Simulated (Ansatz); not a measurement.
# Sr2SiS4 (P2_1/m): a band-gap study from r2SCAN to G0W0 at the band limit, part 3 of 3

Aim: a best estimate of the quasiparticle gap of Sr2SiS4 (P2_1/m), with each correction and its cost laid out.

Ansatz 0.2.0; density functionals, hybrids, G0W0, plane waves, PAW. Known limits of the many-body steps: not at the basis limit; no spin-orbit coupling; coarse k mesh.

So far. Step 11 (G0W0@HSE06, 2×2×2 mesh, 420 empty bands, screening to …): Against the run with 2×2×2 mesh, 420 empty bands, screening to 66 eV on r2SCAN, the gap moves by +0.17 eV, while the start moved by +0.57 eV. Step 12 (G0W0@r2SCAN, 2×2×2 mesh, 420 empty bands, screening to …): Against the run with 2×2×2 mesh, 420 empty bands, screening to 66 eV, the gap moves by +0.013 eV.

In doubt: masses and optical values from hybrid runs of this build are listed as unsure (step 11), which bears on the screening that GW takes from such a start.

### Step 13. G0W0@r2SCAN, 2×2×2 mesh, 420 empty bands, screening to 66 eV, hard PAW files

Level of this step: G0W0 on r2SCAN, plane waves, PAW (Ansatz).

Other atomic data (hard PAW) test the pseudisation: the cutoff goes from 500 to 580 eV, with the same valence electrons.

The input, input.yaml:

```yaml
crystal:
  lattice:
    - [6.6087392105, 0.0, 0.0]
    - [0.0, 6.65954238, 0.0]
    - [-2.5827482587, 0.0, 7.848229828]
  atoms:
    - { symbol: Sr, position: [0.2836712, 0.75, 0.95180912] }
    - { symbol: Sr, position: [0.7163288, 0.25, 0.04819088] }
    - { symbol: Sr, position: [0.2248299, 0.75, 0.42926377] }
    - { symbol: Sr, position: [0.7751701, 0.25, 0.57073623] }
    - { symbol: Si, position: [0.72130103, 0.75, 0.7968462] }
    - { symbol: Si, position: [0.27869897, 0.25, 0.2031538] }
    - { symbol: S, position: [0.88645343, 0.75, 0.06157594] }
    - { symbol: S, position: [0.11354657, 0.25, 0.93842406] }
    - { symbol: S, position: [0.91690048, 0.75, 0.63566798] }
    - { symbol: S, position: [0.08309952, 0.25, 0.36433202] }
    - { symbol: S, position: [0.51038414, 0.50196672, 0.7372482] }
    - { symbol: S, position: [0.48961586, 0.00196672, 0.2627518] }
    - { symbol: S, position: [0.48961586, 0.49803328, 0.2627518] }
    - { symbol: S, position: [0.51038414, 0.99803328, 0.7372482] }
kpoints:
  mp_grid: { grid: [2, 2, 2] }
hamiltonian:
  xc: r2scan
  pseudopotentials: { kind: paw, source: ansatz }
scf:
  occupations: { method: fixed }
gw:
  n_empty_bands: 420
  ecut_chi: 66
  qp_bands: [v4, c4]
  qp_kpoints: band_edges
  screening: { model: contour_deformation }
```

Run with:

```sh
> ansatz run input.yaml --threads 24 --pin off --max-ram 82944MiB --backend cuda --events-out ev --progress --plain --runs-dir out --devices 1 --max-vram 78GiB
```

Numbers of over 12 decimals in the logs are rounded to 6 here.

Log:

```text
GPUs: using 1 of 1 available (devices: 1).
[...]
Crystal: 14 atoms, lattice volume = 345.410 Å³
Basis set: ecut = 580 eV, 10925 PW (Γ), exchange–correlation on 240×240×300 points (64 copies of the dense FFT grid, shifted against one another)
Bands: 62, of which v1, the nominal top of the filled ones, is band 48 counted from 1 (47 counted from 0)
Symmetry: 4 space group operations
[...]
k-points: 8
[...]
1    50      9.6306    -7.8172    -3.7547   -12.4656  0.8119    10.5325    10.5242  root
     1    51      9.6913    -6.3274    -3.7265   -10.7567  0.8186    10.3992    10.3942  root
[...]
7    49     10.0250    -6.6987    -3.7647   -11.2313  0.8148    10.7992    10.7928  root
     7    50     10.0250    -6.6987    -3.7647   -11.2313  0.8148    10.7992    10.7928  root
     7    51     10.1239    -6.2206    -3.7977   -10.7726  0.8156    10.8845    10.8782  root
     7    52     10.1239    -6.2206    -3.7977   -10.7726  0.8156    10.8845    10.8782  root
[key lines of the parts left out:]
SCF converged after 8 iterations
```

The job ended after 6.2 s (1 × NVIDIA GB200 (shared by 2 runs) with 24 threads of Arm Neoverse V2, shared host; peak memory 3.6 GiB; 26 s of CPU time).

Numbers from this step:

```
bands summed                                 : 468
RPA ε∞ on this mesh (eigenvalues)            : 3.978, 4.019, 4.312
plane waves in the screening matrix          : 431
G0W0 gap on the mesh                         : 4.531 eV
k of the valence top                         : 0, 0, 0
k of the conduction bottom                   : -0.5, 0, 0
starting gap on the mesh                     : 3.400 eV
least direct G0W0 gap on the computed points : 4.728 eV
```

Against the run with 2×2×2 mesh, 420 empty bands, screening to 66 eV, the gap moves by −0.003 eV.

### Step 14. G0W0@LDA, 2×2×2 mesh, 420 empty bands, screening to 66 eV

This step: G0W0 on LDA, plane waves, PAW.

Changes to input.yaml since step 13:

```diff
@@ -23,4 +23,3 @@
 hamiltonian:
-  xc: r2scan
-  pseudopotentials: { kind: paw, source: ansatz }
+  xc: lda
 scf:
```

Log:

```text
GPUs: using 1 of 1 available (devices: 1).
[...]
Crystal: 14 atoms, lattice volume = 345.410 Å³
Basis set: ecut = 420 eV, 6751 PW (Γ)
Bands: 62, of which v1, the nominal top of the filled ones, is band 48 counted from 1 (47 counted from 0)
Symmetry: 4 space group operations
[...]
k-points: 8
[...]
1    50      8.9316    -7.8170    -4.0016   -12.9881  0.7949    10.1193    10.1011  root
     1    51      8.9881    -6.5518    -3.9614   -11.5365  0.8012    10.0248    10.0113  root
[...]
7    49      9.3420    -6.8379    -4.0217   -11.9236  0.7971    10.4217    10.4060  root
     7    50      9.3420    -6.8379    -4.0217   -11.9236  0.7971    10.4217    10.4060  root
     7    51      9.4582    -6.3104    -4.0565   -11.3999  0.7978    10.5064    10.4912  root
     7    52      9.4582    -6.3104    -4.0565   -11.3999  0.7978    10.5064    10.4912  root
[key lines of the parts left out:]
SCF converged after 7 iterations
```

Run time: 3.4 s. Hardware: 1 × NVIDIA GB200 (shared by 2 runs) with 24 threads; peak memory 1.9 GiB.

This step gave:

```yaml
bands_summed: 468
rpa_eps_infinity_on_this_mesh_eigenvalues: 4.693, 4.749, 5.246
plane_waves_in_the_screening_matrix: 431
g0w0_gap_on_the_mesh: 4.183 eV
k_of_the_valence_top: 0, 0, 0
k_of_the_conduction_bottom: -0.5, 0, 0
starting_gap_on_the_mesh: 2.755 eV
least_direct_g0w0_gap_on_the_computed_points: 4.372 eV
```

Against the run with 2×2×2 mesh, 420 empty bands, screening to 66 eV on HSE06, the gap moves by −0.52 eV, while the start moved by −1.21 eV.

### Step 15. The ladder

Times are wall times on 1 × NVIDIA GB200 (shared by 2 runs) with 24 threads of Arm Neoverse V2, shared host, good to a factor of about two. G0W0 rows are gaps on the mesh, lowered by the amount that the mesh misses the start's edges, a rough step that assumes the same correction there.

| level | gap (eV) | least direct gap (eV) | time |
| --- | --- | --- | --- |
| r2SCAN | 3.40 | 3.57 | 3.3 s |
| LDA | 2.76 | 2.95 | 1.6 s |
| r2SCAN+SOC | 3.40 | 3.57 | 3.9 s |
| HSE06 | 3.97 | 4.17 | 7.2 s |
| PBE0 | 4.69 | 4.90 | 5.5 s |
| G0W0@r2SCAN (148 empty bands) | 4.49 | - | 4.1 s |
| G0W0@r2SCAN (420 empty bands) | 4.53 | - | 5.5 s |
| G0W0@r2SCAN (904 empty bands) | 4.66 | - | 11 s |
| G0W0@HSE06 (420 empty bands) | 4.70 | - | 24 s |
| G0W0@r2SCAN (420 empty bands, plasmon pole) | 4.55 | - | 6.3 s |
| G0W0@r2SCAN (420 empty bands, hard PAW) | 4.53 | - | 6.2 s |
| G0W0@LDA (420 empty bands) | 4.18 | - | 3.4 s |

### Step 16. Adding up the best estimate

| term | eV | running total (eV) |
| --- | --- | --- |
| G0W0 on the mesh, top rung | 4.655 | 4.655 |
| to the limit, by a line in one over the bands through the two top rungs | +0.118 | 4.773 |
| spin-orbit change, from r2SCAN | −0.002 | 4.771 |

Changes that are not added in, each against a run with equal bands and cutoff:

| change | eV |
| --- | --- |
| start HSE06 | +0.17 |
| plasmon pole in place of full frequency | +0.01 |
| hard PAW files | −0.003 |
| start LDA | −0.35 |

### Step 17. Outcome

| Property | Result |
| --- | --- |
| r2SCAN gap | 3.40 eV, indirect |
| HSE06 | 3.97 eV |
| PBE0 | 4.69 eV |
| G0W0, top rung on the mesh | 4.66 eV |
| best estimate, G0W0@r2SCAN with spin-orbit change | 4.77 eV |
| GW settings of the top rung | 2×2×2 mesh, 904 empty bands, screening to 110 eV |
| known limits | one-shot GW, static lattice; one k mesh, untested; coarse k mesh |

What this shows: The best estimate for G0W0@r2SCAN is 4.77 eV, indirect by r2SCAN+SOC, against 3.40 eV at the start (both with spin-orbit coupling). The pair of rungs below gives a limit −0.21 eV away. Of the changes left open the largest, −0.35 eV, comes from starting at LDA. Among the functionals PBE0 comes nearest: −0.08 eV from the estimate. The RPA ε∞ on the GW mesh averages 4.1 against 4.4 from perturbation theory, which takes a denser mesh of its own and holds the xc response as well. All runs took 99 s, 61 % of it in G0W0. The 2×2×2 mesh is coarse for this cell (its supercell is 13 Å along the shortest edge). The RPA ε∞ on it, from the r2SCAN start, is 3.96, 4.01 and 4.30; such meshes misread the long-range screening, most where the gap is narrow.

[Paths, hosts, dates, memory and timing lines, banners, echoed tables and standing remarks are left out of the program output.]

[Logs are printed without paths, hosts, clocks, repeated set-up lines and the standing remarks that a program may print on its own settings, such as how far it seeks lower states.]

[Runs of the session that timed out or met a known fault of the program may be left out.]

[Cells called generated may have been cut or substituted from an entry of the Crystallography Open Database or the Materials Project.]

[Hosts, paths, dates, database ids (printed as entryN), source tags and the programs' standing remarks are cut or masked in the printed files.]
